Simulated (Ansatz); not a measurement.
# How many bands does the GW gap of WS2 (Tungstenite) need?, part 2 of 2

Wanted: a G0W0 gap for WS2 (Tungstenite) that is converged in bands and cutoff, or an estimate of the limit.

Ansatz 0.2.0; G0W0 on PBE, plane waves, PAW. Known limits of the many-body steps: not at the basis limit; no spin-orbit coupling; coarse k mesh.

So far. Step 4 (681 empty bands, screening to 200 eV): Against the run with 6×6×2 mesh, 316 empty bands, screening to 120 eV, the gap moves by +0.04 eV.

## Step 5: Changing the frequency model: 6×6×2 mesh, 316 empty bands, screening to 120 eV, plasmon pole

A plasmon pole stands in for the full frequency dependence of the screening; this run shows what that costs in accuracy. Bands and cutoff differ from the step before, so it is read against an earlier run that matches them.

input.yaml

```yaml
crystal:
  lattice:
    - [3.1532, 0.0, 0.0]
    - [-1.5766, 2.7307513032, 0.0]
    - [0.0, 0.0, 12.323]
  atoms:
    - { symbol: W, position: [0.3333333333, 0.6666666667, 0.25] }
    - { symbol: W, position: [0.6666666667, 0.3333333333, 0.75] }
    - { symbol: S, position: [0.3333333333, 0.6666666667, 0.6225] }
    - { symbol: S, position: [0.6666666667, 0.3333333333, 0.1225] }
    - { symbol: S, position: [0.3333333333, 0.6666666667, 0.8775] }
    - { symbol: S, position: [0.6666666667, 0.3333333333, 0.3775] }
kpoints:
  mp_grid: { grid: [6, 6, 2] }
hamiltonian:
  xc: pbe
scf:
  occupations: { method: fixed }
gw:
  n_empty_bands: 316
  ecut_chi: 120
  qp_bands: [v2, c2]
  qp_kpoints: band_edges
  screening: { model: godby_needs }
```

Run with:

```
$ ansatz run input.yaml --threads 2 --pin off --max-ram 92160MiB --backend cuda --events-out ev --progress --plain --runs-dir out --devices 1 --max-vram 13GiB  # rebuilt from the run's record
```

Numbers of over 12 decimals in the logs are rounded to 6 here.

Output:

```text
GPUs: using 1 of 1 available (devices: 1).
[...]
GPU FFT provider: cuFFT
GPU libraries: cuBLAS 13.8.2, cuFFT 12.4.0, cuSOLVER 12.3.4
Crystal: 6 atoms, lattice volume = 106.108 Å³
Basis set: ecut = 420 eV, 2057 PW (Γ)
Bands: 32, of which v1, the nominal top of the filled ones, is band 26 counted from 1 (25 counted from 0)
Symmetry: 24 space group operations
[...]
k-points: 14 of 72
[...]
1    28     14.0758   -13.7199    -4.1979   -18.3391  0.7899    14.4977    14.4971  root
[...]
13    25     11.1204   -18.8566     0.5773   -18.0821  0.7898    10.9231    10.9233  root
    13    26     11.1204   -18.8566     0.5773   -18.0821  0.7898    10.9231    10.9233  root
    13    27     13.0734   -15.7503    -3.8159   -19.9259  0.7916    13.4337    13.4331  root
    13    28     13.0734   -15.7503    -3.8159   -19.9259  0.7916    13.4337    13.4331  root
[key lines of the parts left out:]
SCF converged after 6 iterations
Free energy (F): -24382.740073 eV
Fermi energy:    11.772355 eV
```

Run time: 31 s. Hardware: 1 × NVIDIA H100 80GB HBM3 (shared by 6 runs) with 2 threads of AMD EPYC 7R13 (Zen 3), shared host; peak memory 1.9 GiB.

Numbers from this step:

```
bands summed                                 : 342
plasmon-pole fit frequency                   : 25.99 eV
RPA ε∞ on this mesh (eigenvalues)            : 5.922, 13.98, 13.98
plane waves in the screening matrix          : 317
G0W0 gap on the mesh                         : 1.355 eV
k of the valence top                         : 0, 0, 0
k of the conduction bottom                   : 0.1667, 0.1667, 0
starting gap on the mesh                     : 0.9775 eV
least direct G0W0 gap on the computed points : 2.371 eV
```

Against the run with 6×6×2 mesh, 316 empty bands, screening to 120 eV, the gap moves by +0.006 eV.

## Step 6: Changing the files: 6×6×2 mesh, 316 empty bands, screening to 120 eV, hard PAW files

Other atomic data (hard PAW) test the pseudisation: the cutoff goes from 420 to 760 eV and the valence electrons from 52 to 80, which opens shells that were frozen.

Edit input.yaml of step 5 so:

```diff
@@ -16,2 +16,3 @@
   xc: pbe
+  pseudopotentials: { kind: paw, source: ansatz }
 scf:
@@ -23,2 +24,2 @@
   qp_kpoints: band_edges
-  screening: { model: godby_needs }
+  screening: { model: contour_deformation }
```

Output:

```text
GPUs: using 1 of 1 available (devices: 1).
[...]
GPU FFT provider: cuFFT
GPU libraries: cuBLAS 13.8.2, cuFFT 12.4.0, cuSOLVER 12.3.4
Crystal: 6 atoms, lattice volume = 106.108 Å³
Basis set: ecut = 760 eV, 5029 PW (Γ)
Bands: 48, of which v1, the nominal top of the filled ones, is band 40 counted from 1 (39 counted from 0)
Symmetry: 24 space group operations
[...]
k-points: 14 of 72
[...]
1    42     15.6286   -13.7400    -4.2431   -18.3560  0.7575    16.0038    16.0015  root
[...]
13    39     12.6740   -18.8813     0.5968   -18.0990  0.7601    12.4882    12.4885  root
    13    40     12.6740   -18.8813     0.5968   -18.0990  0.7601    12.4882    12.4885  root
    13    41     14.6271   -15.7636    -3.8573   -19.9327  0.7583    14.9402    14.9389  root
    13    42     14.6271   -15.7636    -3.8573   -19.9327  0.7583    14.9402    14.9389  root
[key lines of the parts left out:]
SCF converged after 9 iterations
Free energy (F): -39375.321506 eV
Fermi energy:    13.324740 eV
```

It took 29 s on 1 × NVIDIA H100 80GB HBM3 (shared by 6 runs) with 2 threads; peak memory 1.9 GiB.

This step gave:

```yaml
bands_summed: 356
rpa_eps_infinity_on_this_mesh_eigenvalues: 5.921, 13.99, 13.99
plane_waves_in_the_screening_matrix: 317
g0w0_gap_on_the_mesh: 1.348 eV
k_of_the_valence_top: 0, 0, 0
k_of_the_conduction_bottom: 0.1667, 0.1667, 0
starting_gap_on_the_mesh: 0.9785 eV
least_direct_g0w0_gap_on_the_computed_points: 2.318 eV
```

Against the run with 6×6×2 mesh, 316 empty bands, screening to 120 eV, the gap moves by −0.001 eV.

## Step 7: Side by side

Times are wall times on 1 × NVIDIA H100 80GB HBM3 (shared by 6 runs) with 2 threads of AMD EPYC 7R13 (Zen 3), shared host, good to a factor of about two.

```csv
mesh,files,frequency,bands summed,cutoff (eV),start (eV),G0W0 (eV),time,host memory (GiB)
6×6×2,default PAW,contour deformation,137,60,0.977,1.272,9.2 s,1.2
6×6×2,default PAW,contour deformation,342,120,0.977,1.349,15 s,1.5
6×6×2,default PAW,contour deformation,707,200,0.977,1.387,30 s,2.6
6×6×2,default PAW,plasmon pole,342,120,0.977,1.355,31 s,1.9
6×6×2,hard PAW,contour deformation,356,120,0.978,1.348,29 s,1.9
```

How the two edges are built up, in eV (the quasiparticle level is the starting level plus Σx plus Σc less Vxc):

```csv
run,edge,start,Σx,Σc,Vxc,Z,QP
137 bands,valence top,11.77,-19.50,0.97,-18.81,0.76,12.05
137 bands,conduction bottom,12.75,-12.99,-3.36,-16.92,0.77,13.32
342 bands,valence top,11.77,-19.50,0.53,-18.81,0.76,11.62
342 bands,conduction bottom,12.75,-12.99,-3.72,-16.92,0.77,12.96
707 bands,valence top,11.77,-19.50,0.32,-18.81,0.75,11.41
707 bands,conduction bottom,12.75,-12.99,-3.89,-16.92,0.77,12.79
```

## Step 8: Results

```
137 bands, 60 eV                    : 1.272 eV
342 bands, 120 eV                   : 1.349 eV
707 bands, 200 eV                   : 1.387 eV
estimated limit in bands and cutoff : 1.42 eV
mesh and start                      : 6×6×2, PBE
```

A line in one over the bands through the two highest rungs gives 1.42 eV, +0.03 eV from the top rung; the pair below gives 1.40 eV, in fair agreement. The rungs stand 0.15 eV (137 bands), 0.07 eV (342 bands) and 0.03 eV (707 bands) from it. From 137 to 707 bands the gap moves by +0.11 eV while the time grows 3.3-fold. Σc changes by −0.64 eV at the valence top and −0.53 eV at the conduction bottom, so the levels themselves move more than the gap between them. The plasmon-pole model gives +0.01 eV against contour deformation, 2 % of the correction (the least direct gap moves by +0.05 eV), and saved no time in this program. Hard PAW files move the gap by −0.001 eV at equal bands and cutoff, +0.001 eV of it in the start. The cheapest rung within 0.1 eV of this estimate is that with 342 bands (15 s). The 6×6×2 mesh is coarse for this cell (its supercell is 19 Å along the shortest edge). The RPA ε∞ on it, from the PBE start, is 5.92 and 13.89; such meshes misread the long-range screening, most where the gap is narrow. The many-body steps are scalar-relativistic: spin-orbit coupling is not in them.

[Paths, hosts, dates, memory and timing lines, banners, echoed tables and standing remarks are left out of the program output.]

[Logs are printed without paths, hosts, clocks, repeated set-up lines and the standing remarks that a program may print on its own settings, such as how far it seeks lower states.]

[Runs of the session that timed out or met a known fault of the program may be left out.]

[Cells called generated may have been cut or substituted from an entry of the Crystallography Open Database or the Materials Project.]

[Hosts, paths, dates, database ids (printed as entryN), source tags and the programs' standing remarks are cut or masked in the printed files.]
